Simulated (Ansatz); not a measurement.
## 1T-ZrS2 zigzag nanoribbon, bare edges, Se on S sites (64 atoms): support functions against a reference

Wanted: errors and times of a linear-scaling basis for 1T-ZrS2 zigzag nanoribbon, bare edges, Se on S sites (64 atoms). A setting counts as converged where the r.m.s. difference of forces stays under 1 % of the r.m.s. force.

Main program and level: Ansatz 0.2.0; Kohn-Sham DFT, PBE, PAW (set soft_2, large core), plane waves.

**1. Starting point**

The cell holds 64 atoms: 24 Zr, 35 S and 5 Se. Its edges and angles: a = 29.280 Å, b = 17.396 Å, c = 12.920 Å, α = 90.0°, β = 90.0°, γ = 90.0°. It derives from ZrS2 and ZrSe2 (1T-ZrS2). 1T-ZrS2 (a = 3.66 Å), rectangular cell with x along the zigzag direction; strip nominally 8 Å wide, 8 periods, 10 Å of vacuum, 5 of 40 S replaced by Se at random; not relaxed, displaced by a Gaussian of 0.02 Å. Vacuum lies along b and c. The structure repeats along a.

Before any run, some limits are plain. Beside vacuum, support functions can miss their usual error bounds without a warning. The main run has no spin polarisation, so any moments at edges, vacancies or dangling bonds can't form in it. Only the Γ point is sampled, in a cell whose periodic width is 29 Å.

**2. Plane-wave single point**

The first run fixes the reference, at a cutoff of 420 eV.

input.yaml reads:

```yaml
crystal:
  lattice:
    - [29.28, 0.0, 0.0]
    - [0.0, 17.39586, 0.0]
    - [0.0, 0.0, 12.92]
  atoms:
    - { symbol: Zr, position: [0.99961, 0.28755, 0.50084] }
    - { symbol: S, position: [0.00092, 0.40714, 0.61144] }
    - { symbol: S, position: [0.06195, 0.34863, 0.38374] }
    - { symbol: Zr, position: [0.06268, 0.47073, 0.49847] }
    - { symbol: S, position: [0.06221, 0.59297, 0.61267] }
    - { symbol: S, position: [0.99963, 0.53267, 0.3841] }
    - { symbol: Zr, position: [0.99985, 0.65318, 0.49832] }
    - { symbol: S, position: [0.06367, 0.71223, 0.38762] }
    - { symbol: Zr, position: [0.12498, 0.28731, 0.49924] }
    - { symbol: S, position: [0.12488, 0.40959, 0.61399] }
    - { symbol: Se, position: [0.18746, 0.35041, 0.39052] }
    - { symbol: Zr, position: [0.18714, 0.46977, 0.49964] }
    - { symbol: S, position: [0.18683, 0.59132, 0.61323] }
    - { symbol: S, position: [0.12483, 0.52955, 0.38766] }
    - { symbol: Zr, position: [0.12521, 0.65027, 0.49959] }
    - { symbol: S, position: [0.18882, 0.71333, 0.38742] }
    - { symbol: Zr, position: [0.2498, 0.28841, 0.50052] }
    - { symbol: S, position: [0.25063, 0.40868, 0.61394] }
    - { symbol: S, position: [0.31317, 0.34939, 0.38708] }
    - { symbol: Zr, position: [0.31341, 0.47147, 0.5005] }
    - { symbol: Se, position: [0.31245, 0.59062, 0.61588] }
    - { symbol: S, position: [0.25002, 0.53055, 0.38643] }
    - { symbol: Zr, position: [0.25132, 0.65116, 0.50341] }
    - { symbol: S, position: [0.31463, 0.71059, 0.3868] }
    - { symbol: Zr, position: [0.37538, 0.28942, 0.50149] }
    - { symbol: Se, position: [0.37455, 0.40888, 0.61186] }
    - { symbol: S, position: [0.43691, 0.34875, 0.38486] }
    - { symbol: Zr, position: [0.43883, 0.46911, 0.4992] }
    - { symbol: S, position: [0.43569, 0.59118, 0.61373] }
    - { symbol: S, position: [0.37499, 0.53164, 0.38667] }
    - { symbol: Zr, position: [0.37431, 0.6526, 0.49766] }
    - { symbol: S, position: [0.43671, 0.71516, 0.3865] }
    - { symbol: Zr, position: [0.49984, 0.28699, 0.50158] }
    - { symbol: S, position: [0.49983, 0.40852, 0.61609] }
    - { symbol: S, position: [0.56231, 0.3481, 0.38833] }
    - { symbol: Zr, position: [0.5629, 0.46894, 0.50091] }
    - { symbol: S, position: [0.56217, 0.59158, 0.61419] }
    - { symbol: S, position: [0.50071, 0.53007, 0.38783] }
    - { symbol: Zr, position: [0.49967, 0.6515, 0.50073] }
    - { symbol: S, position: [0.56351, 0.71219, 0.38645] }
    - { symbol: Zr, position: [0.62558, 0.289, 0.50134] }
    - { symbol: S, position: [0.62539, 0.40854, 0.61113] }
    - { symbol: S, position: [0.68808, 0.34707, 0.38655] }
    - { symbol: Zr, position: [0.68729, 0.46955, 0.49869] }
    - { symbol: S, position: [0.68781, 0.58981, 0.61382] }
    - { symbol: S, position: [0.62438, 0.53134, 0.38522] }
    - { symbol: Zr, position: [0.62433, 0.65156, 0.49714] }
    - { symbol: Se, position: [0.68835, 0.7112, 0.3873] }
    - { symbol: Zr, position: [0.7506, 0.28754, 0.50057] }
    - { symbol: S, position: [0.74988, 0.40876, 0.61268] }
    - { symbol: S, position: [0.81262, 0.34909, 0.3866] }
    - { symbol: Zr, position: [0.81194, 0.46791, 0.50083] }
    - { symbol: S, position: [0.81305, 0.59158, 0.61225] }
    - { symbol: S, position: [0.74934, 0.53118, 0.388] }
    - { symbol: Zr, position: [0.75147, 0.65228, 0.5019] }
    - { symbol: S, position: [0.81206, 0.71215, 0.38576] }
    - { symbol: Zr, position: [0.87536, 0.28871, 0.50088] }
    - { symbol: Se, position: [0.8764, 0.40845, 0.61196] }
    - { symbol: S, position: [0.9366, 0.34795, 0.38931] }
    - { symbol: Zr, position: [0.93704, 0.47017, 0.49919] }
    - { symbol: S, position: [0.9375, 0.59049, 0.61454] }
    - { symbol: S, position: [0.87486, 0.53103, 0.38537] }
    - { symbol: Zr, position: [0.87636, 0.65079, 0.499] }
    - { symbol: S, position: [0.93692, 0.71327, 0.38796] }
kpoints:
  mp_grid: { grid: [1, 1, 1] }
hamiltonian:
  xc: pbe
  pseudopotentials: { kind: paw, core: large }
scf:
  occupations: { method: fermi_dirac, width: 0.025 }
output:
  forces: true
  populations: true
  dos:
    method: { smearing: { sigma: 0.15 } }
    de: 0.1
    projected: { site_lists: { S: [S], Se: [Se], Zr: [Zr] } }
  eigenvalues: true
  write_density: true
  write_potential: true
  volumetric_format: npy
  elf: true
```

Run with:

```
ansatz run input.yaml --threads 8 --pin off --max-ram 15872MiB --backend cpu --events-out ev --progress --plain --runs-dir out
```

Standard output:

```text
Engine: ansatz 0.2.0, aarch64-unknown-linux-gnu
Pseudopotentials: kind: paw
Pseudopotential: Zr, paw, valence charge 12, recommended cutoff 420 eV (normal), Zr.paw.azcp
Pseudopotential: S, paw, valence charge 6, recommended cutoff 420 eV (normal), S.paw.azcp
Pseudopotential: Se, paw, valence charge 6, recommended cutoff 420 eV (normal), Se.paw.azcp#standard-large-core
Functional definition: PBE
  parameter kappa = 0.804
  parameter beta = 0.066725
  exchange = pbe_x(kappa = kappa, mu = beta*pi^2/3)
  correlation = pbe_c(beta = beta)
Crystal: 64 atoms, lattice volume = 6580.812 Å³
Basis set: ecut = 420 eV, 128509 PW (Γ), exchange–correlation on 400×240×180 points (8 copies of the dense FFT grid, shifted against one another)
Bands: 328, of which v1, the nominal top of the filled ones, is band 264 counted from 1 (263 counted from 0)
Symmetry: 1 space group operations
Space group: P1 (ITA 1), of the structure as read, at distance tolerance 1.9e-4 Å
k-points: 1
Non-local potential: Zr, projectors of the file, l = 0: 3, l = 1: 2, l = 2: 2, l = 3: 2
Non-local potential: S, projectors of the file, l = 0: 2, l = 1: 2, l = 2: 2
Non-local potential: Se, projectors of the file, l = 0: 2, l = 1: 2, l = 2: 2
PAW form: soft (Blöchl's): semilocal exchange-correlation on the pseudo side does not see the compensation charge
PAW one-centre angular grid: Zr, 590 points (default); XC on 64 Gauss nodes
PAW one-centre angular grid: S, 110 points (default); XC on 64 Gauss nodes
PAW one-centre angular grid: Se, 110 points (default); XC on 64 Gauss nodes
Initial density: superposition of atomic densities (neutral atoms: chi_scale 0, normalization atom)
Initial wavefunctions: pseudopotential atomic-orbital guess
Functional: x = pbe(κ = 0.804, μ = 0.219515), c = pbe(β = 0.066725)
SCF iter   1: F=—  HF=-144972.778766 eV  |F-HF|=—  |Δ(HF+E_count)|=         —  Δρ=2.53e-2  dr2=2.09e2  ethr=3.10e-3  ⟨swp⟩=9.0  Hψ=1418  notcnv=0  defer=5
preconditioner: auto → LDOS  [metal: Δε(μ)=0.010 eV  Ē_g=7.379 eV  σ=0.025 eV  W_gap=0.10  n_scr=630 (ndim 8)  ℏωp=8.3 eV  f_vac=0.668  D(μ)=87.38/eV (n_scr^D=416)  β→1.0]
SCF iter   2: F=—  HF=-144947.210109 eV  |F-HF|=—  |Δ(HF+E_count)|=    2.56e1  Δρ=2.07e-2  dr2=6.90e1  ethr=3.10e-3  ⟨swp⟩=7.0  Hψ=864  notcnv=0  defer=36
SCF iter   3: F=—  HF=-144941.682621 eV  |F-HF|=—  |Δ(HF+E_count)|=    5.53e0  Δρ=1.08e-2  dr2=3.60e1  ethr=3.10e-3  ⟨swp⟩=5.0  Hψ=707  notcnv=0  defer=37
SCF iter   4: F=—  HF=-144938.621157 eV  |F-HF|=—  |Δ(HF+E_count)|=    3.06e0  Δρ=4.10e-3  dr2=4.37e0  ethr=3.10e-3  ⟨swp⟩=5.0  Hψ=564  notcnv=0  defer=31
SCF iter   5: F=—  HF=-144938.408744 eV  |F-HF|=—  |Δ(HF+E_count)|=   2.12e-1  Δρ=2.44e-3  dr2=9.97e-1  ethr=8.27e-4  ⟨swp⟩=4.0  Hψ=497  notcnv=0  defer=31
SCF iter   6: F=—  HF=-144938.419499 eV  |F-HF|=—  |Δ(HF+E_count)|=   1.08e-2  Δρ=1.35e-3  dr2=5.49e-1  ethr=1.89e-4  ⟨swp⟩=3.0  Hψ=551  notcnv=0  defer=31
SCF iter   7: F=—  HF=-144938.416074 eV  |F-HF|=—  |Δ(HF+E_count)|=   3.43e-3  Δρ=8.14e-4  dr2=1.74e-1  ethr=1.04e-4  ⟨swp⟩=3.0  Hψ=394  notcnv=0  defer=31
SCF iter   8: F=—  HF=-144938.407776 eV  |F-HF|=—  |Δ(HF+E_count)|=   8.30e-3  Δρ=3.72e-4  dr2=3.64e-2  ethr=3.29e-5  ⟨swp⟩=3.0  Hψ=477  notcnv=0  defer=31
SCF iter   9: F=—  HF=-144938.408671 eV  |F-HF|=—  |Δ(HF+E_count)|=   8.95e-4  Δρ=1.99e-4  dr2=1.07e-2  ethr=6.89e-6  ⟨swp⟩=2.0  Hψ=306  notcnv=0  defer=31
SCF iter  10: F=—  HF=-144938.409093 eV  |F-HF|=—  |Δ(HF+E_count)|=   4.22e-4  Δρ=1.16e-4  dr2=3.40e-3  ethr=2.03e-6  ⟨swp⟩=2.0  Hψ=321  notcnv=0  defer=31
SCF iter  11: F=—  HF=-144938.409180 eV  |F-HF|=—  |Δ(HF+E_count)|=   8.68e-5  Δρ=6.18e-5  dr2=9.75e-4  ethr=6.45e-7  ⟨swp⟩=2.0  Hψ=318  notcnv=0  defer=31
SCF iter  12: F=—  HF=-144938.409261 eV  |F-HF|=—  |Δ(HF+E_count)|=   8.13e-5  Δρ=3.37e-5  dr2=2.48e-4  ethr=1.85e-7  ⟨swp⟩=2.0  Hψ=374  notcnv=0  defer=31
SCF iter  13: F=—  HF=-144938.409311 eV  |F-HF|=—  |Δ(HF+E_count)|=   4.98e-5  Δρ=2.16e-5  dr2=1.39e-4  ethr=4.70e-8  ⟨swp⟩=2.0  Hψ=434  notcnv=0  defer=31
SCF iter  14: F=—  HF=-144938.409298 eV  |F-HF|=—  |Δ(HF+E_count)|=   1.31e-5  Δρ=1.00e-5  dr2=2.47e-5  ethr=2.64e-8  ⟨swp⟩=2.0  Hψ=305  notcnv=0  defer=31
SCF iter  15: F=—  HF=-144938.408905 eV  |F-HF|=—  |Δ(HF+E_count)|=   3.93e-4  Δρ=6.43e-6  dr2=1.08e-5  ethr=4.68e-9  ⟨swp⟩=2.0  Hψ=411  notcnv=0  defer=31
SCF iter  16: F=—  HF=-144938.408905 eV  |F-HF|=—  |Δ(HF+E_count)|=   6.20e-7  Δρ=3.86e-6  dr2=3.81e-6  ethr=2.04e-9  ⟨swp⟩=2.0  Hψ=340  notcnv=0  defer=31
SCF iter  17: F=—  HF=-144938.408906 eV  |F-HF|=—  |Δ(HF+E_count)|=   3.33e-7  Δρ=2.33e-6  dr2=1.50e-6  ethr=7.22e-10  ⟨swp⟩=2.0  Hψ=328  notcnv=0  defer=31
SCF iter  18: F=—  HF=-144938.408906 eV  |F-HF|=—  |Δ(HF+E_count)|=   1.38e-7  Δρ=1.50e-6  dr2=6.32e-7  ethr=2.85e-10  ⟨swp⟩=3.0  Hψ=546  notcnv=0  defer=31
SCF iter  19: F=—  HF=-144938.408906 eV  |F-HF|=—  |Δ(HF+E_count)|=   6.54e-8  Δρ=1.05e-6  dr2=2.71e-7  ethr=1.20e-10  ⟨swp⟩=2.0  Hψ=307  notcnv=0  defer=31
SCF iter  20: F=-144938.408906 eV  HF=-144938.408906 eV  |F-HF|=6.16e-8  |Δ(HF+E_count)|=   9.95e-9  Δρ=5.88e-7  dr2=9.66e-8  ethr=1.89e-11  ⟨swp⟩=28.0  Hψ=3331  notcnv=0
SCF 1 converged in 20 iterations: F = -144938.408906 eV  dr2 = 9.66e-8
  greatest PAW one-centre occupation: 0.996 electrons in one spin orbital (limit 2), on the Zr atom at site 24 (counted from 0), in its partial waves of l = 0
WARN: The output density's exchange-correlation potential varies sharply where the density is thin. Do not read a vacuum level from v_tot or v_xc, or from such a field of the output density. On a cell that repeats whose density bears no net charge and no dipole along the vacuum's axis use v_es (v_loc + v_h of the components); [...]
SCF converged after 20 iterations
Free energy (F): -144938.408906 eV
Harris-Foulkes:  -144938.408906 eV  (|F-HF|=6.16e-8)
Internal energy: -144938.230976 eV  (E = F + TS)
E sigma→0 (E₀):  -144938.319941 eV
Entropy (-TS):   -0.177930 eV (-2.780 meV/atom)
Fermi energy:    -1.399573 eV
--- Per-component energies (eV) ---
  E_band       = -8967.580590
  E_kinetic    = 12178.541245
  E_local      = -151257.919735  (includes V_loc(G=0)·N_el)
  E_nonlocal   = 3164.336847
  E_hartree    = 68548.098047
  E_xc         = -8209.362557
  E_vxc        = -8017.464792  (∫ρ·V_xc dr)
  E_paw        = -102919.356053  (= ΣΔE_a)
  E_vpaw       = -2131.257129  (= ΣTr[D̂ρ^β])
  E_aug_tail   = 0.000644  (compensation charges beyond the density's cutoff)
  E_ewald      = 33557.430587
  E_smearing   = -0.177930  (= −TS)
  E_closure    = -0.000000  (closes the sum)
  Σ components = -144938.408906   (vs F -144938.408906, Δ=0.00e0)
--- Forces (eV/Å), atoms counted from 1 ---
  atom   1  Zr     0.15888426     2.05946424    -0.11235536
  atom   2  S     -0.13403774    -1.18019960     0.12632010
  atom   3  S      0.00079432    -0.89713634     0.50544647
  atom   4  Zr    -0.20453961     0.15835361    -0.16077830
  atom   5  S     -0.05800824    -0.01898107     0.36750273
  atom   6  S      0.10477676     0.22622136     0.42368343
  atom   7  Zr     0.16687222    -0.35583380    -2.21010994
  atom   8  S     -0.21102089    -0.34295506     1.42671863
  atom   9  Zr    -0.85792166     1.78239563     0.63607143
  atom  10  S     -0.09822981    -1.42394528    -0.02218608
  atom  11  Se     0.01787429    -1.26767132    -1.97391319
  atom  12  Zr     0.22519883     1.30759863     0.80563000
  atom  13  S      0.20650975     0.22428205     0.49171221
  atom  14  S      0.04278095     0.45163222    -0.09768949
[...]
atom  63  Zr    -0.39543839    -0.17448970    -2.21031775
  atom  64  S      0.11864727    -0.30496100     1.39890828
  max |Σ_I F_I| component: 7.50e-5 eV/Å
--- Band table (eV) ---
  k-point 0: bands = ["-51.6060", "-51.5842", "-51.5826", "-51.5449", [... 312 levels ...], "0.2904", "0.3126", "0.3334", "0.4472", "0.4980", "0.5394", "0.5677", "0.5801", "0.6024", "0.6173", "0.6220", "0.6744"]
--- Löwdin populations: 64 sites ---
  site symbol       q [e]
     0     Zr     11.4371
     1      S      6.3458
     2      S      6.3194
[...]
63      S      6.4009
  spilling = 0.006524 (of n_electrons = 528.000000)
```

Wall time 70 s (8 threads of Arm Neoverse V2, shared host); peak memory 6.4 GiB; 8.7 min of CPU time.

The program notes that potentials were chosen by core size and the exchange-correlation potential is rough where the density is thin.

Numbers from this run:

- free energy: -144938.4089 eV
- free energy per atom: -2264.6626 eV/atom
- SCF cycles: 20
- r.m.s. force component: 0.8913 eV/Å
- longest force: 3.515 eV/Å
- Fermi energy: -1.4 eV
- levels partly filled by over 2 per cent: 10
- spilling of the projection: 0.006524

The r.m.s. force component of 0.89 eV/Å sets the scale for the differences below.

**3. Support functions low**

The cell is solved in localised support functions.

This step: Kohn-Sham DFT, PBE, PAW (set soft_2, large core), localised support functions (low) (Ansatz 0.2.0).

input.yaml, the sections that differ from step 2:

```yaml
scf:
  occupations: { method: fermi_dirac, width: 0.025 }
  eigensolver: { kind: { support_functions: { accuracy: low } } }
  mixing: { beta: 0.2 }
  max_iter: 150
output:
  forces: true
  eigenvalues: true
# crystal, kpoints, hamiltonian: as in step 2
```

Standard output:

```text
Warning: scf.eigensolver.kind.support_functions: disabling space-group detection — the functions' gradient is summed over unrotated k-points, so no spatial operation reduces the k-mesh or symmetrises the density; time reversal is kept, so that k and −k are solved as one point where they differ and the mesh holds both, and exact exchange and, on two spinor components, a DFT+U term hold to it where the run has them: [...]
settings of this run that can trade accuracy for cost: scf.eigensolver.kind.support_functions; scf.eigensolver.kind.support_functions.accuracy: low [...]
[...]
Crystal: 64 atoms, lattice volume = 6580.812 Å³
Basis set: ecut = 420 eV, 128509 PW (Γ), exchange–correlation on 400×240×180 points (8 copies of the dense FFT grid, shifted against one another)
Bands: 317, of which v1, the nominal top of the filled ones, is band 264 counted from 1 (263 counted from 0)
Symmetry: 1 space group operations
k-points: 1
[...]
SCF iter   1: F=—  HF=-144944.756807 eV  |F-HF|=—  |Δ(HF+E_count)|=         —  Δρ=2.34e-2  dr2=1.88e2  ethr=1.00e-1
[...]
SCF iter  25: F=—  HF=-144938.426578 eV  |F-HF|=—  |Δ(HF+E_count)|=   7.98e-4  Δρ=9.40e-6  dr2=1.32e-5  ethr=5.10e-9  κ⁻¹=9.6e-5(r=7)
SCF iter  26: F=-144938.427252 eV  HF=-144938.427081 eV  |F-HF|=1.71e-4  |Δ(HF+E_count)|=   5.04e-4  Δρ=4.59e-6  dr2=4.56e-6  ethr=2.49e-9
SCF 1 converged in 26 iterations: F = -144938.429073 eV  dr2 = 4.56e-6
[...]
SCF converged after 26 iterations
Stability not checked: this state was not tested for a lower state beside it, because the mixer in use, unlike msr1, does not test its closes by its own steps (another_mixer; see scf.mixing.algorithm and scf.lower_state_search)
Free energy (F): -144938.429073 eV
[...]
Internal energy: -144938.251224 eV  (E = F + TS)
E sigma→0 (E₀):  -144938.340149 eV
Entropy (-TS):   -0.177849 eV (-2.779 meV/atom)
Fermi energy:    -1.399561 eV
[...]
Σ components = -144938.429073   (vs F -144938.429073, Δ=0.00e0)
--- Forces (eV/Å), atoms counted from 1 ---
  atom   1  Zr     0.15894313     2.06038736    -0.11261785
  atom   2  S     -0.13401934    -1.18023224     0.12564555
  atom   3  S      0.00076070    -0.89691552     0.50589157
  atom   4  Zr    -0.20443595     0.15830491    -0.16100082
[...]
atom  64  S      0.11858426    -0.30532887     1.39941848
  max |Σ_I F_I| component: 4.32e-3 eV/Å
--- Band table (eV) ---
[...]
```

Wall time 3.9 min (8 threads); peak memory 6.9 GiB; 30 min of CPU time.

The program notes that the band table was not solved further than the SCF left it and it switched symmetry off. Further notices: vacuum switching off with vacuum.

Keys that differ from the reference: support_functions.accuracy = "low", scf.max_iter = 150 and scf.mixing.beta = 0.2.

Forces differ from the reference by 0.40 meV/Å r.m.s., 0.044 % of their size, well within a tolerance of 1 %; the energy by -0.32 meV/atom. It took roughly 3.3 times the reference's time (one timing each, with unlike analyses asked), in 26 cycles against 20.

**4. Support functions medium**

With localised support functions most steps grow linearly with size, though the diagonalisation grows faster unless the density matrix is cut; this run measures error and cost at this size.

This step: Kohn-Sham DFT, PBE, PAW (set soft_2, large core), localised support functions (medium) (Ansatz 0.2.0).

input.yaml, the sections that differ from step 3:

```yaml
scf:
  occupations: { method: fermi_dirac, width: 0.025 }
  eigensolver: { kind: { support_functions: { accuracy: medium } } }
  mixing: { beta: 0.2 }
  max_iter: 150
# crystal, kpoints, hamiltonian, output: as in step 3
```

Standard output:

```text
[...]
Crystal: 64 atoms, lattice volume = 6580.812 Å³
Basis set: ecut = 420 eV, 128509 PW (Γ), exchange–correlation on 400×240×180 points (8 copies of the dense FFT grid, shifted against one another)
Bands: 317, of which v1, the nominal top of the filled ones, is band 264 counted from 1 (263 counted from 0)
Symmetry: 1 space group operations
k-points: 1
[...]
SCF iter   1: F=—  HF=-144944.504558 eV  |F-HF|=—  |Δ(HF+E_count)|=         —  Δρ=2.33e-2  dr2=1.87e2  ethr=1.00e-1
[...]
SCF iter  27: F=—  HF=-144938.427381 eV  |F-HF|=—  |Δ(HF+E_count)|=   1.23e-4  Δρ=3.44e-6  dr2=2.93e-6  ethr=8.26e-10  κ⁻¹=3.0e-4(r=7)
SCF iter  28: F=-144938.427487 eV  HF=-144938.427432 eV  |F-HF|=5.53e-5  |Δ(HF+E_count)|=   5.09e-5  Δρ=1.81e-6  dr2=1.28e-6  ethr=5.56e-10
SCF 1 converged in 28 iterations: F = -144938.429081 eV  dr2 = 1.28e-6
[...]
SCF converged after 28 iterations
[...]
Free energy (F): -144938.429081 eV
[...]
Internal energy: -144938.251228 eV  (E = F + TS)
E sigma→0 (E₀):  -144938.340154 eV
Entropy (-TS):   -0.177853 eV (-2.779 meV/atom)
Fermi energy:    -1.399725 eV
[...]
Σ components = -144938.429081   (vs F -144938.429081, Δ=0.00e0)
--- Forces (eV/Å), atoms counted from 1 ---
  atom   1  Zr     0.15897059     2.05988613    -0.11245128
  atom   2  S     -0.13402579    -1.18023700     0.12569852
  atom   3  S      0.00081753    -0.89695581     0.50592068
  atom   4  Zr    -0.20448695     0.15837530    -0.16090180
[...]
atom  64  S      0.11861111    -0.30532612     1.39945359
  max |Σ_I F_I| component: 9.14e-4 eV/Å
--- Band table (eV) ---
[...]
```

It took 4.3 min on 8 threads; peak memory 7.1 GiB; 34 min of CPU time.

Keys that differ from the reference: support_functions.accuracy = "medium", scf.max_iter = 150 and scf.mixing.beta = 0.2.

Forces differ from the reference by 0.33 meV/Å r.m.s., 0.037 % of their size, well within a tolerance of 1 %; the energy by -0.32 meV/atom. It took roughly 3.7 times the reference's time (one timing each, with unlike analyses asked), in 28 cycles against 20.

[end of part 1 of 2]

[Long decimals in the printed logs are rounded to 6 places.]

[Logs are printed without paths, hosts, clocks, repeated set-up lines and the standing remarks that a program may print on its own settings, such as how far it seeks lower states.]

[Hosts, paths, dates, database ids (printed as entryN), source tags and the programs' standing remarks are cut or masked in the printed files.]
